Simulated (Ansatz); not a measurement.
## CuI (Marshite): converging the G0W0 gap

How do accuracy and time trade against each other in G0W0 on CuI (Marshite)?

Main program and level: Ansatz 0.2.0; G0W0 on PBE, plane waves, PAW.

The database entry behind the starting cell differs from later determinations by our own check (about 0.15 % long (mineral sample)), so it need not match the best structure at ambient conditions.

In doubt: one-shot GW on d or f shells is unsure, so the values of those runs are not to be relied on.

## (1) Set-up

It takes space group F-43m (No. 216, cubic). Conventional cell: a = 6.063 Å, b = 6.063 Å, c = 6.063 Å, α = 90.00°, β = 90.00°, γ = 90.00°. Nearest to Cu lie 4 I at 2.63 Å. Nearest to I lie 4 Cu at 2.63 Å. Farther neighbours and most contacts between anions are not listed.

The cell and positions come from the Crystallography Open Database and are kept as given unless a step says otherwise. Spin-orbit coupling is left out unless a step names it. The default PAW set here is soft_2. Its files were made with PBE.

## (2) 58 empty bands, screening to 60 eV

Now the one-shot GW correction: screening in the RPA, then the self-energy of the levels asked for.

File input.yaml:

```yaml
crystal:
  lattice:
    - [0.0, 3.0315, 3.0315]
    - [3.0315, 0.0, 3.0315]
    - [3.0315, 3.0315, 0.0]
  atoms:
    - { symbol: Cu, position: [0.25, 0.25, 0.25] }
    - { symbol: I, position: [0.0, 0.0, 0.0] }
kpoints:
  mp_grid: { grid: [4, 4, 4] }
hamiltonian:
  xc: pbe
scf:
  occupations: { method: fixed }
gw:
  n_empty_bands: 58
  ecut_chi: 60
  qp_bands: [v2, c2]
  qp_kpoints: band_edges
  screening: { model: contour_deformation }
```

Command:

```console
$ ansatz run input.yaml --threads 3 --pin off --max-ram 92160MiB --backend cuda --events-out ev --progress --plain --runs-dir out --devices 1 --max-vram 13GiB  # rebuilt from the run's record
```

Numbers of over 12 decimals in the logs are rounded to 6 here.

Output:

```text
GPUs: using 1 of 1 available (devices: 1).
Engine: ansatz 0.2.0, x86_64-unknown-linux-gnu
Pseudopotentials: kind: paw
Pseudopotential: Cu, paw, valence charge 19, recommended cutoff 420 eV (normal), Cu.paw.azcp
Pseudopotential: I, paw, valence charge 17, recommended cutoff 420 eV (normal), I.paw.azcp
Functional definition: PBE
  parameter kappa = 0.804
  parameter beta = 0.066725
  exchange = pbe_x(kappa = kappa, mu = beta*pi^2/3)
  correlation = pbe_c(beta = beta)
device memory: the entry about to start is reckoned to put 1.0 GiB on a device that reports 59.6 GiB free (of which the cap on the GPU budget leaves the run 13.0 GiB)
GPU FFT provider: cuFFT
GPU libraries: cuBLAS 13.8.2, cuFFT 12.4.0, cuSOLVER 12.3.4
Crystal: 2 atoms, lattice volume = 55.719 Å³
Basis set: ecut = 420 eV, 1067 PW (Γ)
Bands: 22, of which v1, the nominal top of the filled ones, is band 18 counted from 1 (17 counted from 0)
Symmetry: 24 space group operations
Space group: F-43m (ITA 216), of the structure as read, at distance tolerance 3.8e-5 Å
k-points: 8 of 64 (time reversal used)
Non-local potential: Cu, projectors of the file, l = 0: 3, l = 1: 2, l = 2: 3, l = 3: 1
Non-local potential: I, projectors of the file, l = 0: 2, l = 1: 2, l = 2: 2, l = 3: 2
PAW form: soft (Blöchl's): semilocal exchange-correlation on the pseudo side does not see the compensation charge
PAW one-centre angular grid: Cu, 590 points (default); XC on 64 Gauss nodes
PAW one-centre angular grid: I, 590 points (default); XC on 64 Gauss nodes
Initial density: superposition of atomic densities (neutral atoms: chi_scale 0, normalization atom), corrected by the library's trained network
Initial wavefunctions: pseudopotential atomic-orbital guess
GPU buffer pool allocated for 27000 grid points (all kernels)
GPU transforms: local potential and band sums: pruned to the plane-wave sphere, on 30×30×30
Functional: x = pbe(κ = 0.804, μ = 0.219515), c = pbe(β = 0.066725)
SCF iter   1: F=—  HF=-14138.331842 eV  |F-HF|=—  |Δ(HF+E_count)|=         —  Δρ=1.70e-3  dr2=9.33e-4  ethr=1.77e-3  ⟨swp⟩=5.0  Hψ=719  notcnv=0  defer=11
preconditioner: auto → none  [insulator: Δε(μ)=1.133 eV  Ē_g=8.933 eV  n_scr=14 (ndim 8)  ℏωp=21.1 eV  f_vac=0.179  ε∞_Penn≈6.6]
SCF iter   2: F=—  HF=-14138.332143 eV  |F-HF|=—  |Δ(HF+E_count)|=   3.01e-4  Δρ=2.39e-3  dr2=1.97e-3  ethr=2.59e-6  ⟨swp⟩=3.0  Hψ=432  notcnv=0  defer=12
SCF iter   3: F=—  HF=-14138.331666 eV  |F-HF|=—  |Δ(HF+E_count)|=   4.77e-4  Δρ=2.16e-4  dr2=1.70e-5  ethr=2.59e-6  ⟨swp⟩=2.0  Hψ=323  notcnv=0  defer=12
SCF iter   4: F=—  HF=-14138.331683 eV  |F-HF|=—  |Δ(HF+E_count)|=   1.73e-5  Δρ=8.13e-5  dr2=1.52e-6  ethr=4.71e-8  ⟨swp⟩=2.0  Hψ=247  notcnv=0  defer=12
SCF iter   5: F=—  HF=-14138.331691 eV  |F-HF|=—  |Δ(HF+E_count)|=   7.81e-6  Δρ=1.96e-5  dr2=1.11e-7  ethr=4.23e-9  ⟨swp⟩=2.0  Hψ=248  notcnv=0  defer=12
SCF iter   6: F=-14138.331692 eV  HF=-14138.331692 eV  |F-HF|=3.43e-8  |Δ(HF+E_count)|=   6.14e-7  Δρ=3.63e-6  dr2=6.50e-9  ethr=2.78e-10  ⟨swp⟩=6.1  Hψ=630  notcnv=0
SCF 1 converged in 6 iterations: F = -14138.331692 eV  dr2 = 6.50e-9
  greatest PAW one-centre occupation: 1.000 electrons in one spin orbital (limit 2), on the Cu atom at site 0 (counted from 0), in its partial waves of l = 0
device memory: the entry about to start is reckoned to put 1.6 GiB on a device that reports 59.2 GiB free (of which the cap on the GPU budget leaves the run 13.0 GiB)
NSCF: frozen V_eff on 8 k-points
the band table was solved once the SCF had ended and its energy, with any forces and stress, was formed, with the checks that follow a solve (878 applications of the Hamiltonian). They found nothing against the state; the energy, forces and stress were not computed again (output.eigenvalues in the input reference)
device memory: the entry about to start is reckoned to put 1.9 GiB on a device that reports 59.0 GiB free (of which the cap on the GPU budget leaves the run 13.0 GiB)
NSCF: frozen V_eff on 8 k-points
G₀W₀ screening: q 1/8
[... further progress lines ...]
device memory: the entry about to start is reckoned to put 0.3 GiB on a device that reports 57.1 GiB free (of which the cap on the GPU budget leaves the run 13.0 GiB)
NSCF: frozen V_eff on 1 k-points
SCF converged after 6 iterations
Free energy (F): -14138.331692 eV
Harris-Foulkes:  -14138.331692 eV  (|F-HF|=3.43e-8)
Internal energy: -14138.331692 eV  (E = F + TS)
E sigma→0 (E₀):  -14138.331692 eV
Fermi energy:    8.168152 eV
--- Per-component energies (eV) ---
  E_band       = -866.848457
  E_kinetic    = 489.561906
  E_local      = -7623.522030  (includes V_loc(G=0)·N_el)
  E_nonlocal   = 313.961243
  E_hartree    = 3543.703846
  E_xc         = -215.231323
  E_vxc        = -241.041692  (∫ρ·V_xc dr)
  E_paw        = -6492.674180  (= ΣΔE_a)
  E_vpaw       = -893.221270  (= ΣTr[D̂ρ^β])
  E_aug_tail   = 0.000298  (compensation charges beyond the density's cutoff)
  E_ewald      = -4154.131452
  E_smearing   = -0.000000  (= −TS)
  E_closure    = -0.000000  (closes the sum)
  Σ components = -14138.331692   (vs F -14138.331692, Δ=0.00e0)
--- Band table (eV; the first three rows and the last of 8) ---
  k-point 0: bands = [... 14 lower, 6.3142, 8.1682, 8.1682, 8.1682, 9.2866, 13.0372, 13.0372, 13.0372]
  k-point 1: bands = [... 14 lower, 6.3052, 6.8932, 7.7964, 7.7964, 10.4191, 13.5934, 13.5934, 13.6378]
  k-point 2: bands = [... 14 lower, 6.3428, 6.3878, 7.4574, 7.4574, 10.3047, 13.5813, 13.5813, 15.5510]
  k-point 7: bands = [... 14 lower, 6.2657, 6.3973, 6.5665, 6.9083, 12.6499, 12.8188, 14.1741, 14.5533]
--- G₀W₀: contour deformation, 7 samples at zero and on the imaginary axis and 2 off it, 64 q-points, 58 empty bands' worth ---
  eigenvalues of the whole cell's RPA ε∞ on this k-mesh (on a slab, of 1 + 4πα/V) = 9.4268, 9.4268, 9.4268; static W/v taken at q = 0 is 0.106080
  bands read: the sum over 76 bands ends inside a degenerate multiplet in 3 slots, whose members it reads at an even weight; the widest, k=0: bands 76 to 78 (counted from 1) at 1/3 each
  gw.qp_kpoints: band_edges: 6 of 8 stored k-points solved, in 1 pass; an edge of the gap read off the rows below is read off those points alone
    valence top: of the k-points left out ik 5 came nearest to being solved in a further pass, in band 18 (counted from 1, as in the quasiparticle table): it holds the edge there only if its correction is more favourable than any solved in that band by at least 0.681 eV; those differ by 0.191 eV
    conduction bottom: of the k-points left out ik 5 came nearest to being solved in a further pass, in band 19 (counted from 1, as in the quasiparticle table): it holds the edge there only if its correction is more favourable than any solved in that band by at least 1.881 eV; those differ by 0.491 eV
    ik  band        ε_KS         Σx   Σc(E_QP)       V_xc       Z   E_QP_lin       E_QP  E_QP is
     0    17      8.1682   -35.9175     5.4473   -29.8332  0.7073     7.5078     7.5312  root
     0    18      8.1682   -35.9175     5.4473   -29.8332  0.7073     7.5078     7.5312  root
     0    19      9.2866    -8.0614    -3.8852   -12.5033  0.7739     9.8586     9.8432  root
     0    20     13.0372    -6.6460    -4.0490   -11.1429  0.7537    13.4956    13.4851  root
     1    17      7.7964   -36.2722     5.7882   -29.7974  0.6991     7.0805     7.1099  root
     1    18      7.7964   -36.2722     5.7882   -29.7974  0.6991     7.0805     7.1099  root
     1    19     10.4191    -8.1077    -3.9336   -12.6165  0.7677    11.0114    10.9942  root
     1    20     13.5934    -7.1787    -4.1327   -11.7666  0.7462    14.0589    14.0485  root
     2    17      7.4574   -36.5063     6.1028   -29.6781  0.6915     6.6969     6.7322  root
     2    18      7.4574   -36.5063     6.1028   -29.6781  0.6915     6.6969     6.7322  root
     2    19     10.3047    -8.7429    -3.7364   -13.0086  0.7674    10.8477    10.8340  root
     2    20     13.5813    -7.7807    -3.9640   -12.1337  0.7475    13.9775    13.9703  root
     3    17      7.2875   -37.8565     6.5085   -30.5959  0.6827     6.4954     6.5354  root
     3    18      7.2875   -37.8565     6.5085   -30.5959  0.6827     6.4954     6.5354  root
     3    19     11.3652    -9.9749    -3.8091   -14.3993  0.7570    12.0017    11.9805  root
     3    20     11.5544    -6.6479    -3.7068   -10.6259  0.7707    11.8286    11.8256  root
     4    17      6.8961   -41.6042     7.5561   -33.2450  0.6628     6.0424     6.0930  root
     4    18      7.0292   -39.0851     6.9873   -31.3109  0.6731     6.1955     6.2423  root
     4    19     11.3383    -9.3202    -3.5819   -13.3302  0.7627    11.7750    11.7664  root
     4    20     12.7956    -8.6009    -3.9842   -13.0751  0.7498    13.2983    13.2855  root
     6    17      6.6693   -41.6485     7.8679   -32.9531  0.6547     5.7845     5.8418  root
     6    18      6.6693   -41.6485     7.8679   -32.9531  0.6547     5.7845     5.8418  root
     6    19     10.8735    -9.4132    -3.0634   -12.6009  0.7697    10.9983    10.9978  root
     6    20     11.0618   -10.8944    -3.3069   -14.6263  0.7607    11.4948    11.4867  root
```

Elapsed: 5.2 s, on 1 × NVIDIA H100 80GB HBM3 (shared by 6 runs) with 3 threads of AMD EPYC 7R13 (Zen 3), shared host; peak memory 1 GiB; 6.4 s of CPU time.

This step gave:

| Quantity | Value |
| --- | --- |
| bands summed | 76 |
| RPA ε∞ on this mesh (eigenvalues) | 9.427, 9.427, 9.427 |
| plane waves in the screening matrix | 59 |
| q-points in the mesh | 64 |
| G0W0 gap on the mesh | 2.312 eV |
| k of the valence top | 0, 0, 0 |
| k of the conduction bottom | 0, 0, 0 |
| starting gap on the mesh | 1.118 eV |
| Z at the valence top | 0.7073 |
| Z at the conduction bottom | 0.7739 |
| least direct G0W0 gap on the computed points | 2.312 eV |

The gap on the mesh goes from 1.12 eV to 2.31 eV, a correction of +1.19 eV. Between the two edge states, bare exchange in place of the xc potential would open the gap by 10.53 eV, and correlation takes back 9.33 eV.

## (3) 166 empty bands, screening to 120 eV

Bands and screening cutoff are moved together, since each hides the error of the other.

Changes to input.yaml since step 2:

```diff
@@ -15,4 +15,4 @@
 gw:
-  n_empty_bands: 58
-  ecut_chi: 60
+  n_empty_bands: 166
+  ecut_chi: 120
   qp_bands: [v2, c2]
```

Output:

```text
GPUs: using 1 of 1 available (devices: 1).
[...]
GPU FFT provider: cuFFT
GPU libraries: cuBLAS 13.8.2, cuFFT 12.4.0, cuSOLVER 12.3.4
Crystal: 2 atoms, lattice volume = 55.719 Å³
Basis set: ecut = 420 eV, 1067 PW (Γ)
Bands: 22, of which v1, the nominal top of the filled ones, is band 18 counted from 1 (17 counted from 0)
Symmetry: 24 space group operations
[...]
k-points: 8 of 64 (time reversal used)
[...]
GPU buffer pool allocated for 27000 grid points (all kernels)
[...]
SCF iter   1: F=—  HF=-14138.331842 eV  |F-HF|=—  |Δ(HF+E_count)|=         —  Δρ=1.70e-3  dr2=9.33e-4  ethr=1.77e-3  ⟨swp⟩=5.0  Hψ=719  notcnv=0  defer=11
[...]
SCF iter   6: F=-14138.331692 eV  HF=-14138.331692 eV  |F-HF|=3.43e-8  |Δ(HF+E_count)|=   6.14e-7  Δρ=3.63e-6  dr2=6.50e-9  ethr=2.78e-10  ⟨swp⟩=6.1  Hψ=630  notcnv=0
SCF 1 converged in 6 iterations: F = -14138.331692 eV  dr2 = 6.50e-9
[...]
NSCF: frozen V_eff on 8 k-points
[...]
G₀W₀ screening: q 1/8
[... further progress lines ...]
[...]
SCF converged after 6 iterations
Free energy (F): -14138.331692 eV
[...]
Internal energy: -14138.331692 eV  (E = F + TS)
E sigma→0 (E₀):  -14138.331692 eV
Fermi energy:    8.168152 eV
[...]
--- Band table (eV; the first three rows and the last of 8) ---
  k-point 0: bands = [... 14 lower, 6.3142, 8.1682, 8.1682, 8.1682, 9.2866, 13.0372, 13.0372, 13.0372]
  k-point 1: bands = [... 14 lower, 6.3052, 6.8932, 7.7964, 7.7964, 10.4191, 13.5934, 13.5934, 13.6378]
  k-point 2: bands = [... 14 lower, 6.3428, 6.3878, 7.4574, 7.4574, 10.3047, 13.5813, 13.5813, 15.5510]
  k-point 7: bands = [... 14 lower, 6.2657, 6.3973, 6.5665, 6.9083, 12.6499, 12.8188, 14.1741, 14.5533]
[...]
0    17      8.1682   -35.9175     5.5276   -29.8332  0.7020     7.5953     7.6115  root
     0    18      8.1682   -35.9175     5.5276   -29.8332  0.7020     7.5953     7.6115  root
     0    19      9.2866    -8.0614    -4.1682   -12.5033  0.7730     9.5630     9.5602  root
     0    20     13.0372    -6.6460    -4.2780   -11.1429  0.7534    13.2581    13.2560  root
     1    17      7.7964   -36.2722     5.8925   -29.7974  0.6942     7.1956     7.2142  root
     1    18      7.7964   -36.2722     5.8925   -29.7974  0.6942     7.1956     7.2142  root
     1    19     10.4191    -8.1077    -4.2092   -12.6165  0.7667    10.7223    10.7187  root
     1    20     13.5934    -7.1787    -4.3529   -11.7666  0.7455    13.8307    13.8283  root
[...]
6    17      6.6693   -41.6485     8.0987   -32.9531  0.6500     6.0498     6.0726  root
     6    18      6.6693   -41.6485     8.0987   -32.9531  0.6500     6.0498     6.0726  root
     6    19     10.8735    -9.4132    -3.1485   -12.6009  0.7687    10.9127    10.9126  root
     6    20     11.0618   -10.8944    -3.4688   -14.6263  0.7589    11.3274    11.3248  root
```

The job ended after 6.3 s (1 × NVIDIA H100 80GB HBM3 (shared by 6 runs) with 3 threads; peak memory 1.1 GiB).

Numbers from this step:

| Property | Result |
| --- | --- |
| bands summed | 184 |
| RPA ε∞ on this mesh (eigenvalues) | 9.418, 9.418, 9.418 |
| plane waves in the screening matrix | 169 |
| q-points in the mesh | 64 |
| G0W0 gap on the mesh | 1.949 eV |
| k of the valence top | 0, 0, 0 |
| k of the conduction bottom | 0, 0, 0 |
| starting gap on the mesh | 1.118 eV |
| Z at the valence top | 0.7020 |
| Z at the conduction bottom | 0.7730 |
| least direct G0W0 gap on the computed points | 1.949 eV |

Against the run with 4×4×4 mesh, 58 empty bands, screening to 60 eV, the gap moves by −0.36 eV.

## (4) 357 empty bands, screening to 200 eV

Changes to input.yaml since step 3:

```diff
@@ -15,4 +15,4 @@
 gw:
-  n_empty_bands: 166
-  ecut_chi: 120
+  n_empty_bands: 357
+  ecut_chi: 200.0
   qp_bands: [v2, c2]
```

Output:

```text
GPUs: using 1 of 1 available (devices: 1).
[...]
GPU FFT provider: cuFFT
GPU libraries: cuBLAS 13.8.2, cuFFT 12.4.0, cuSOLVER 12.3.4
Crystal: 2 atoms, lattice volume = 55.719 Å³
Basis set: ecut = 420 eV, 1067 PW (Γ)
Bands: 22, of which v1, the nominal top of the filled ones, is band 18 counted from 1 (17 counted from 0)
Symmetry: 24 space group operations
[...]
k-points: 8 of 64 (time reversal used)
[...]
1    20     13.5934    -7.1787    -4.4124   -11.7666  0.7459    13.7702    13.7689  root
[...]
6    17      6.6693   -41.6485     8.0788   -32.9531  0.6483     6.0274     6.0528  root
     6    18      6.6693   -41.6485     8.0788   -32.9531  0.6483     6.0274     6.0528  root
     6    19     10.8735    -9.4132    -3.1956   -12.6009  0.7683    10.8656    10.8656  root
     6    20     11.0618   -10.8944    -3.5400   -14.6263  0.7585    11.2550    11.2536  root
[key lines of the parts left out:]
SCF converged after 6 iterations
Free energy (F): -14138.331692 eV
Fermi energy:    8.168152 eV
```

Elapsed: 9 s, on 1 × NVIDIA H100 80GB HBM3 (shared by 6 runs) with 3 threads; peak memory 1.3 GiB.

This step gave:

```yaml
bands_summed: 375
rpa_eps_infinity_on_this_mesh_eigenvalues: 9.400, 9.400, 9.400
plane_waves_in_the_screening_matrix: 339
g0w0_gap_on_the_mesh: 1.872 eV
k_of_the_valence_top: 0, 0, 0
k_of_the_conduction_bottom: 0, 0, 0
starting_gap_on_the_mesh: 1.118 eV
least_direct_g0w0_gap_on_the_computed_points: 1.872 eV
```

Against the run with 4×4×4 mesh, 166 empty bands, screening to 120 eV, the gap moves by −0.08 eV.

[end of part 1 of 2]

[Paths, hosts, dates, memory and timing lines, banners, echoed tables and standing remarks are left out of the program output.]

[Logs are printed without paths, hosts, clocks, repeated set-up lines and the standing remarks that a program may print on its own settings, such as how far it seeks lower states.]

[Runs of the session that timed out or met a known fault of the program may be left out.]

[Cells called generated may have been cut or substituted from an entry of the Crystallography Open Database or the Materials Project.]

[Hosts, paths, dates, database ids (printed as entryN), source tags and the programs' standing remarks are cut or masked in the printed files.]
